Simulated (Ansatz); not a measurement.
# Y on Ni(100): change of the work function, part 3 of 4

Aim: the work function of Ni(100) at several coverages of Y (hollow site), and the dipole that each adsorbate carries.

Ansatz 0.2.0; plane-wave DFT, PBE, Ansatz PAW.

So far, work function, upper face (eV): step 2 (the clean slab) 4.88; step 3 (37 atoms, coverage 0.111 ML, cell 3x3) 2.78.

## (4) The covered slab, k-mesh 6×6×1, coverage 0.25 ML

System of this step: YNi16 (Y/Ni(100)). The cell holds 17 atoms: 16 Ni and 1 Y. Its edges and angles: a = 4.978 Å, b = 4.978 Å, c = 25.949 Å, α = 90.0°, β = 90.0°, γ = 90.0°. Vacuum lies along c.

Another coverage, to see how the dipoles act on each other as their distance changes.

input.yaml

```yaml
crystal:
  lattice:
    - [4.9780317396, 0.0, 0.0]
    - [0.0, 4.9780317396, 0.0]
    - [0.0, 0.0, 25.949005037]
  atoms:
    - { symbol: Ni, position: [0.25, 0.25, 0.3468341074], spin: 0.76 }
    - { symbol: Ni, position: [0.0, 0.0, 0.414659444], spin: 0.69 }
    - { symbol: Ni, position: [0.25, 0.25, 0.483338338], spin: 0.7 }
    - { symbol: Ni, position: [0.0, 0.0, 0.5485999015], spin: 0.76 }
    - { symbol: Ni, position: [0.25, 0.75, 0.3468341074], spin: 0.76 }
    - { symbol: Ni, position: [0.0, 0.5, 0.414659444], spin: 0.69 }
    - { symbol: Ni, position: [0.25, 0.75, 0.483338338], spin: 0.7 }
    - { symbol: Ni, position: [0.0, 0.5, 0.5485999015], spin: 0.76 }
    - { symbol: Ni, position: [0.75, 0.25, 0.3468341074], spin: 0.76 }
    - { symbol: Ni, position: [0.5, 0.0, 0.414659444], spin: 0.69 }
    - { symbol: Ni, position: [0.75, 0.25, 0.483338338], spin: 0.7 }
    - { symbol: Ni, position: [0.5, 0.0, 0.5485999015], spin: 0.76 }
    - { symbol: Ni, position: [0.75, 0.75, 0.3468341074], spin: 0.76 }
    - { symbol: Ni, position: [0.5, 0.5, 0.414659444], spin: 0.69 }
    - { symbol: Ni, position: [0.75, 0.75, 0.483338338], spin: 0.7 }
    - { symbol: Ni, position: [0.5, 0.5, 0.5485999015], spin: 0.76 }
    - { symbol: "Y", position: [0.25, 0.25, 0.6531658926] }
magnetization:
  spin_polarized: true
kpoints:
  mp_grid: { grid: [6, 6, 1] }
hamiltonian:
  xc: pbe
scf:
  occupations: { method: fermi_dirac, width: 0.1 }
  convergence: { dr2_threshold: 1.0e-08 }
efield:
  axis: 3
  dipole_correction: true
  ramp_position: 0.97
  ramp_width: 0.06
relax:
  f_tol: 0.02
  max_steps: 60
  constraints: [{ sites: [0, 1, 4, 5, 8, 9, 12, 13] }]
output:
  dos: { projected: true, e_range: [-8, 4] }
  write_potential: true
  write_density: true
  volumetric_format: npy
  elf: true
```

The run is started by

```bash
ansatz run input.yaml --threads 4 --pin off --max-ram 16384MiB --backend cpu --events-out ev --progress --plain --runs-dir out
```

Standard output:

```text
[...]
Crystal: 17 atoms, lattice volume = 643.037 Å³
Basis set: ecut = 420 eV, 12603 PW (Γ), exchange–correlation on 72×72×360 points (8 copies of the dense FFT grid, shifted against one another)
Bands: 187, of which v1, the nominal top of the filled ones, is band 150 counted from 1 (149 counted from 0)
Symmetry: 8 space group operations
k-points: 10 of 36
[...]
Starting moments: Σ|m| = 11.64 μB on 16 of 17 sites
[...]
SCF iter   1: F=—  HF=-97263.872021 eV  |F-HF|=—  |Δ(HF+E_count)|=         —  Δρ=1.75e-2 (↑1.50e-2 ↓1.75e-2)  dr2=6.83e1  dr2_m=5.37e-1  M=11.553 μB ∫|m|=12.180 μB  β_m=1.00  ethr=3.10e-3  p=-0.000 e·Å  D=-7.71e-7 V/Å  ΔV_dip=0.00 eV  dr2_dipole=1.54e1  V_vac-E_F(+/−)=6.85/6.85 eV  ⟨swp⟩=11.2  Hψ=19162  notcnv=0  defer=194
[...]
SCF iter  22: F=-97277.380753 eV  HF=-97277.380753 eV  |F-HF|=8.73e-11  |Δ(HF+E_count)|=   5.57e-9  Δρ=3.02e-7 (↑1.70e-7 ↓3.02e-7)  dr2=1.48e-9  dr2_m=1.84e-10  M=9.953 μB ∫|m|=11.948 μB  ethr=1.00e-12  p=0.244 e·Å  D=6.85e-2 V/Å  ΔV_dip=-1.78 eV  dr2_dipole=2.09e-10  V_vac-E_F(+/−)=3.11/4.89 eV  ⟨swp⟩=14.8  Hψ=27691  notcnv=0
SCF 1 converged in 22 iterations: F = -97277.380753 eV  dr2 = 1.48e-9
[...]
relax step   1: F+E_penalty+E_count = -97277.38075273 eV  Δ(F+E_penalty+E_count) = +0.000e0 eV  max|allowed force component| = 2.629e0 eV/Å  Δτ_max = 0.0000 Å  (22 SCF iters, accepted)
[...]
SCF iter   1: F=—  HF=-97278.007674 eV  |F-HF|=—  |Δ(HF+E_count)|=         —  Δρ=3.24e-3 (↑2.71e-3 ↓3.24e-3)  dr2=2.98e-1  dr2_m=3.53e-2  M=9.777 μB ∫|m|=11.745 μB  β_m=1.00  ethr=7.97e-5  p=0.244 e·Å  D=6.85e-2 V/Å  ΔV_dip=-1.78 eV  dr2_dipole=2.00e-2  V_vac-E_F(+/−)=3.13/4.91 eV  ⟨swp⟩=1.6  Hψ=12320  notcnv=0  defer=255
[...]
eigensolver tolerance schedule calibrated: the retry pair's looser diagonalisation under-reported the residual by θ = 0.20 (0.13/decade); ethr = c·dr2/N_el runs at the constant in force after the calibration composes with the one it found (an armed cap, an earlier calibration), c = 6.4e-2
[...]
SCF iter   2: F=—  HF=-97277.972890 eV  |F-HF|=—  |Δ(HF+E_count)|=   3.48e-2  Δρ=1.18e-3 (↑1.18e-3 ↓1.10e-3)  dr2=7.18e-2  dr2_m=5.27e-4  M=9.746 μB ∫|m|=11.679 μB  β_m=0.35  ethr=6.33e-5  p=0.249 e·Å  D=7.00e-2 V/Å  ΔV_dip=-1.82 eV  dr2_dipole=3.99e-4  V_vac-E_F(+/−)=3.08/4.90 eV  ⟨swp⟩=2.0  Hψ=4727  notcnv=0  defer=270
[...]
SCF iter  16: F=-97277.971570 eV  HF=-97277.971570 eV  |F-HF|=1.59e-9  |Δ(HF+E_count)|=   2.73e-8  Δρ=8.83e-7 (↑5.39e-7 ↓8.83e-7)  dr2=7.50e-9  dr2_m=8.44e-10  M=9.793 μB ∫|m|=11.680 μB  ethr=2.13e-12  p=0.263 e·Å  D=7.40e-2 V/Å  ΔV_dip=-1.92 eV  dr2_dipole=5.30e-10  V_vac-E_F(+/−)=2.96/4.89 eV  ⟨swp⟩=12.4  Hψ=27503  notcnv=0
SCF 2 converged in 16 iterations: F = -97277.971570 eV  dr2 = 7.50e-9
[...]
relax step   2: F+E_penalty+E_count = -97277.97157001 eV  Δ(F+E_penalty+E_count) = -5.908e-1 eV  max|allowed force component| = 2.595e0 eV/Å  Δτ_max = 0.1973 Å  (16 SCF iters, accepted)
SCF iter   1: F=—  HF=-97278.605636 eV  |F-HF|=—  |Δ(HF+E_count)|=         —  Δρ=4.62e-3 (↑3.44e-3 ↓4.62e-3)  dr2=5.94e-1  dr2_m=6.54e-2  M=9.579 μB ∫|m|=11.452 μB  β_m=1.00  ethr=1.08e-3  p=0.263 e·Å  D=7.40e-2 V/Å  ΔV_dip=-1.92 eV  dr2_dipole=5.29e-2  V_vac-E_F(+/−)=3.00/4.92 eV  ⟨swp⟩=4.0  Hψ=8404  notcnv=0  defer=258
[...]
SCF iter  17: F=-97278.530297 eV  HF=-97278.530297 eV  |F-HF|=8.88e-10  |Δ(HF+E_count)|=   1.27e-8  Δρ=5.54e-7 (↑2.30e-7 ↓5.54e-7)  dr2=4.37e-9  dr2_m=4.25e-10  M=9.522 μB ∫|m|=11.322 μB  ethr=1.23e-12  p=0.295 e·Å  D=8.30e-2 V/Å  ΔV_dip=-2.15 eV  dr2_dipole=2.49e-10  V_vac-E_F(+/−)=2.73/4.89 eV  ⟨swp⟩=11.3  Hψ=25968  notcnv=0
SCF 3 converged in 17 iterations: F = -97278.530297 eV  dr2 = 4.37e-9
relax step   3: F+E_penalty+E_count = -97278.53029674 eV  Δ(F+E_penalty+E_count) = -5.587e-1 eV  max|allowed force component| = 2.076e0 eV/Å  Δτ_max = 0.1962 Å  (17 SCF iters, accepted)
[...]
relax step   4: F+E_penalty+E_count = -97278.85996210 eV  Δ(F+E_penalty+E_count) = -3.297e-1 eV  max|allowed force component| = 9.420e-1 eV/Å  Δτ_max = 0.1950 Å  (16 SCF iters, accepted)
[...]
relax step   5: F+E_penalty+E_count = -97278.95022818 eV  Δ(F+E_penalty+E_count) = -9.027e-2 eV  max|allowed force component| = 2.969e-1 eV/Å  Δτ_max = 0.1970 Å  (15 SCF iters, accepted)
[...]
relax step   6: F+E_penalty+E_count = -97278.96860154 eV  Δ(F+E_penalty+E_count) = -1.837e-2 eV  max|allowed force component| = 6.267e-2 eV/Å  Δτ_max = 0.0245 Å  (15 SCF iters, accepted)
SCF iter   1: F=—  HF=-97278.969240 eV  |F-HF|=—  |Δ(HF+E_count)|=         —  Δρ=2.03e-4 (↑1.41e-4 ↓2.03e-4)  dr2=9.39e-4  dr2_m=8.66e-5  M=8.983 μB ∫|m|=10.625 μB  β_m=1.00  ethr=5.49e-6  p=0.346 e·Å  D=9.75e-2 V/Å  ΔV_dip=-2.53 eV  dr2_dipole=9.82e-5  V_vac-E_F(+/−)=2.37/4.90 eV  ⟨swp⟩=2.1  Hψ=6531  notcnv=0  defer=199
[...]
SCF iter  13: F=-97278.969164 eV  HF=-97278.969164 eV  |F-HF|=1.64e-9  |Δ(HF+E_count)|=   1.14e-9  Δρ=2.75e-7 (↑1.14e-7 ↓2.75e-7)  dr2=1.00e-9  dr2_m=5.38e-11  M=8.986 μB ∫|m|=10.630 μB  ethr=2.51e-12  p=0.346 e·Å  D=9.74e-2 V/Å  ΔV_dip=-2.53 eV  dr2_dipole=6.52e-11  V_vac-E_F(+/−)=2.37/4.90 eV  ⟨swp⟩=9.1  Hψ=22078  notcnv=0
SCF 7 converged in 13 iterations: F = -97278.969164 eV  dr2 = 1.00e-9
relax step   7: F+E_penalty+E_count = -97278.96916398 eV  Δ(F+E_penalty+E_count) = -5.624e-4 eV  max|allowed force component| = 9.294e-3 eV/Å  Δτ_max = 0.0038 Å  (13 SCF iters, accepted)
[...]
SCF converged after 13 iterations
Magnetization: 8.9857 μB (153.9928 up, 145.0072 down)
Absolute magnetization: 10.6403 μB (∫|ρ↑−ρ↓|, with the PAW one-centre terms)
[...]
Per-site moments (μB) at R_I (Å): [(0.755238, 1.026719), (0.684829, 1.018640), (0.641106, 1.018780), (0.376364, 1.008874), (0.765341, 1.026719), (0.684829, 1.018640), (0.612799, 1.019386), (0.376364, 1.008874), (0.765341, 1.026719), (0.684829, 1.018640), (0.612799, 1.019386), (0.376364, 1.008874), (0.755336, 1.026719), (0.684829, 1.018640), (0.567347, 1.018640), (0.376364, 1.008874), (-0.068721, 1.071566)]
Free energy (F): -97278.969164 eV
[...]
Internal energy: -97278.062769 eV  (E = F + TS)
E sigma→0 (E₀):  -97278.515967 eV
Entropy (-TS):   -0.906395 eV (-53.317 meV/atom)
Fermi energy:    3.010887 eV
Dipole field:    D = 0.097400 V/Å  (p = 0.346126 e·Å, saw-weighted, corrected)
Work function:   Φ+ = 2.3707 eV   Φ− = 4.8982 eV
[...]
--- Forces (eV/Å), atoms counted from 1 ---
  atom   1  Ni    -0.00000000     0.00000000     0.35123271
  atom   2  Ni     0.06154664     0.06154664    -0.32977501
  atom   3  Ni    -0.00000000     0.00000000     0.00484409
  atom   4  Ni    -0.00707438    -0.00707438    -0.00079759
  atom   5  Ni    -0.00000000     0.00000000     0.31443477
  atom   6  Ni     0.06154664    -0.06154664    -0.32977501
  atom   7  Ni     0.00000000     0.00000000    -0.00101925
  atom   8  Ni    -0.00707438     0.00707438    -0.00079759
  atom   9  Ni    -0.00000000     0.00000000     0.31443477
  atom  10  Ni    -0.06154664     0.06154664    -0.32977501
  atom  11  Ni    -0.00000000     0.00000000    -0.00101925
  atom  12  Ni     0.00707438    -0.00707438    -0.00079759
  atom  13  Ni     0.00000000     0.00000000     0.33913036
  atom  14  Ni    -0.06154664    -0.06154664    -0.32977501
  atom  15  Ni     0.00000000     0.00000000    -0.00903696
  atom  16  Ni     0.00707438     0.00707438    -0.00079759
  atom  17  Y     -0.00000000     0.00000000     0.00929410
  max |Σ_I F_I| component: 4.92e-6 eV/Å
--- Band table (eV; the first three rows and the last of 20) ---
  k-point 0 ↑: bands = [... 146 lower, 2.4961, 2.5856, 2.5877, 2.6310, 2.8213, 2.9821, 3.0888, 3.1339, ... 33 higher]
  k-point 1 ↑: bands = [... 146 lower, 2.4720, 2.4919, 2.5068, 2.5746, 2.6826, 2.7256, 2.8207, 2.8699, ... 33 higher]
  k-point 2 ↑: bands = [... 146 lower, 2.4181, 2.4379, 2.4449, 2.4954, 2.5194, 2.5574, 2.5788, 3.0233, ... 33 higher]
  k-point 9 ↓: bands = [... 146 lower, 2.7479, 2.7654, 3.1366, 3.2013, 3.2013, 3.2356, 3.2530, 3.3069, ... 33 higher]
--- Relaxed structure (7 steps of the walk, 7 accepted, 0 SCFs on fresh bases) ---
  F+E_penalty+E_count = -97278.96916398 eV   max|allowed force component| = 9.294e-3 eV/Å
  atoms:
    - { symbol: Ni, position: [0.25, 0.25, 0.346834] }
    - { symbol: Ni, position: [0.0, 0.0, 0.414659] }
    - { symbol: Ni, position: [0.25, 0.25, 0.484392] }
    - { symbol: Ni, position: [-0.00434515, -0.00434515, 0.549945] }
    - { symbol: Ni, position: [0.25, 0.750000, 0.346834] }
    - { symbol: Ni, position: [0.0, 0.5, 0.414659] }
    - { symbol: Ni, position: [0.25, 0.750000, 0.483103] }
    - { symbol: Ni, position: [-0.00434515, 0.504345, 0.549945] }
    - { symbol: Ni, position: [0.750000, 0.25, 0.346834] }
    - { symbol: Ni, position: [0.5, 0.0, 0.414659] }
    - { symbol: Ni, position: [0.750000, 0.25, 0.483103] }
    - { symbol: Ni, position: [0.504345, -0.00434515, 0.549945] }
    - { symbol: Ni, position: [0.750000, 0.750000, 0.346834] }
    - { symbol: Ni, position: [0.5, 0.5, 0.414659] }
    - { symbol: Ni, position: [0.750000, 0.750000, 0.481413] }
    - { symbol: Ni, position: [0.504345, 0.504345, 0.549945] }
    - { symbol: Y, position: [0.25, 0.25, 0.622473] }
```

The job ended after 17 min (4 threads of Arm Neoverse V1, shared host; peak memory 3.9 GiB; 66 min of CPU time).

Relaxation path:

| step | energy less that of the first step (eV) | largest force component (eV/Å) |
| --- | --- | --- |
| 1 | 0.0000 | 2.6290 |
| 2 | -0.5908 | 2.5955 |
| 3 | -1.1495 | 2.0764 |
| 4 | -1.4792 | 0.9420 |
| 5 | -1.5695 | 0.2969 |
| 6 | -1.5878 | 0.0627 |
| 7 | -1.5884 | 0.0093 |

Forces are held to the 8 operations that the program found; a distortion that breaks them can't arise in this run.

The atoms that moved most (Å):

| atom | dx | dy | dz | length |
| --- | --- | --- | --- | --- |
| Y17 | 0.000 | 0.000 | -0.796 | 0.796 |
| Ni15 | 0.000 | 0.000 | -0.050 | 0.050 |
| Ni4 | -0.022 | -0.022 | 0.035 | 0.046 |
| Ni12 | 0.022 | -0.022 | 0.035 | 0.046 |
| Ni8 | -0.022 | 0.022 | 0.035 | 0.046 |
| Ni16 | 0.022 | 0.022 | 0.035 | 0.046 |
| Ni3 | 0.000 | 0.000 | 0.027 | 0.027 |
| Ni11 | 0.000 | 0.000 | -0.006 | 0.006 |

Final coordinates:

```
Ni Y
1.0
     4.97803    0.00000    0.00000
     0.00000    4.97803    0.00000
     0.00000    0.00000   25.94901
Ni Y
16 1
Cartesian
  1.2445 1.2445 9.0000
  0.0000 0.0000 10.7600
  1.2445 1.2445 12.5695
  -0.0216 -0.0216 14.2705
  1.2445 3.7335 9.0000
  0.0000 2.4890 10.7600
  1.2445 3.7335 12.5360
  -0.0216 2.5106 14.2705
  3.7335 1.2445 9.0000
  2.4890 0.0000 10.7600
  3.7335 1.2445 12.5360
  2.5106 -0.0216 14.2705
  3.7335 3.7335 9.0000
  2.4890 2.4890 10.7600
  3.7335 3.7335 12.4922
  2.5106 2.5106 14.2705
  1.2445 1.2445 16.1526
```

Numbers from this step:

```yaml
energy_at_zero_smearing: -97278.5160 eV
total_moment: 8.986 μB
work_function_upper_face: 2.371 eV
work_function_lower_face: 4.898 eV
dipole_along_the_normal: 0.3461 e·Å
step_between_the_vacuum_levels: -2.527 eV
```

Running mean over 1.76 Å of the planar mean; the ramp of the sawtooth is left out. The electron's electrostatic potential energy less the Fermi level by z:

| z (Å) | electron's electrostatic potential energy less the Fermi level (eV) |
| --- | --- |
| 4 | 4.90 |
| 5 | 4.90 |
| 6 | 4.86 |
| 7 | 4.39 |
| 8 | -1.71 |
| 9 | -9.86 |
| 10 | -10.3 |
| 11 | -10.3 |
| 12 | -10.2 |
| 13 | -10.5 |
| 14 | -10.3 |
| 15 | -7.02 |
| 16 | -2.59 |
| 17 | -1.05 |
| 18 | 1.62 |
| 19 | 2.22 |
| 20 | 2.34 |
| 21 | 2.36 |
| 22 | 2.37 |

The density of states has structure finer than the step of the table below, so its rows give means over 0.25 eV. Peaks (eV: height): total -2.170: 59.0, -1.560: 74.6, -1.170: 61.2, -1.110: 61.6, -0.960: 70.8, -0.810: 61.2, -0.570: 61.5; up -2.260: 33.5, -2.170: 39.0, -1.680: 32.5, -1.560: 38.7, -1.290: 29.5, -0.780: 33.3, -0.570: 40.8; down -1.560: 35.9, -1.440: 39.0, -1.170: 33.6, -1.110: 36.8, -0.960: 40.6, -0.810: 29.3, -0.210: 29.9.

Table of density of states by energy, zero at the Fermi level; means over each step; values in states/eV a cell:

| energy (eV) | total | up | down |
| --- | --- | --- | --- |
| -7.75 | 1.10 | 0.552 | 0.546 |
| -7.50 | 1.04 | 0.520 | 0.516 |
| -7.25 | 1.10 | 0.552 | 0.548 |
| -7.00 | 1.15 | 0.579 | 0.571 |
| -6.75 | 1.80 | 0.878 | 0.922 |
| -6.50 | 2.47 | 1.25 | 1.22 |
| -6.25 | 2.83 | 1.43 | 1.40 |
| -6.00 | 1.78 | 0.926 | 0.856 |
| -5.75 | 2.66 | 1.39 | 1.26 |
| -5.50 | 3.09 | 1.65 | 1.45 |
| -5.25 | 3.77 | 1.97 | 1.80 |
| -5.00 | 4.07 | 2.39 | 1.68 |
| -4.75 | 5.19 | 2.54 | 2.65 |
| -4.50 | 8.52 | 5.71 | 2.81 |
| -4.25 | 12.5 | 7.71 | 4.79 |
| -4.00 | 16.3 | 10.1 | 6.16 |
| -3.75 | 24.4 | 16.6 | 7.86 |
| -3.50 | 20.1 | 12.6 | 7.50 |
| -3.25 | 28.3 | 11.7 | 16.6 |
| -3.00 | 24.8 | 14.8 | 10.0 |
| -2.75 | 28.0 | 16.2 | 11.8 |
| -2.50 | 33.1 | 18.0 | 15.1 |
| -2.25 | 45.3 | 29.5 | 15.8 |
| -2.00 | 39.6 | 22.8 | 16.8 |
| -1.75 | 43.7 | 22.5 | 21.2 |
| -1.50 | 50.4 | 25.1 | 25.4 |
| -1.25 | 46.5 | 27.5 | 19.0 |
| -1.00 | 53.7 | 26.6 | 27.1 |
| -0.75 | 52.6 | 29.0 | 23.7 |
| -0.50 | 45.8 | 22.6 | 23.2 |
| -0.25 | 30.4 | 5.35 | 25.1 |
| 0.00 | 27.3 | 4.33 | 22.9 |
| 0.25 | 23.2 | 3.29 | 19.9 |
| 0.50 | 11.0 | 3.48 | 7.55 |
| 0.75 | 8.31 | 4.11 | 4.20 |
| 1.00 | 8.90 | 3.36 | 5.54 |
| 1.25 | 7.46 | 5.10 | 2.36 |
| 1.50 | 13.0 | 5.04 | 7.95 |
| 1.75 | 10.7 | 5.63 | 5.09 |

Projected DOS per atom over height of the atomic layer and energy from the Fermi level. Layers: Ni4 Ni4 Ni4 Ni4 Y from below.

Ten even steps from '0' (0.01 states/eV) to '9' (5.16 states/eV), each cell a mean:
```
00009
00005
00003
21112
43321
54551
75461
64562
43362
44451
23330
23320
13310
12210
01100
00000
00000
00000
00000
00000
00000
00000
```
Columns: height of the atomic layer (Å) from 9 to 16.2; rows upwards: energy from the Fermi level (eV) from -7.96 to 1.95.

[end of part 3 of 4]

[Long decimals in the printed logs are rounded to 6 places.]

[Logs are printed without paths, hosts, clocks, repeated set-up lines and the standing remarks that a program may print on its own settings, such as how far it seeks lower states.]

[Hosts, paths, dates, database ids (printed as entryN), source tags and the programs' standing remarks are cut or masked in the printed files.]

[Maps of the electrostatic potential energy from Ansatz leave out the sawtooth potential of an applied field or a dipole correction, so their vacuum need not be flat; planar profiles and work functions include it.]

[The density of states shown here was stored with 400 of the rows of the run's finer table, so its peaks can read low, often by over a quarter, or be missed, and its means over a window can be off by a tenth or more.]
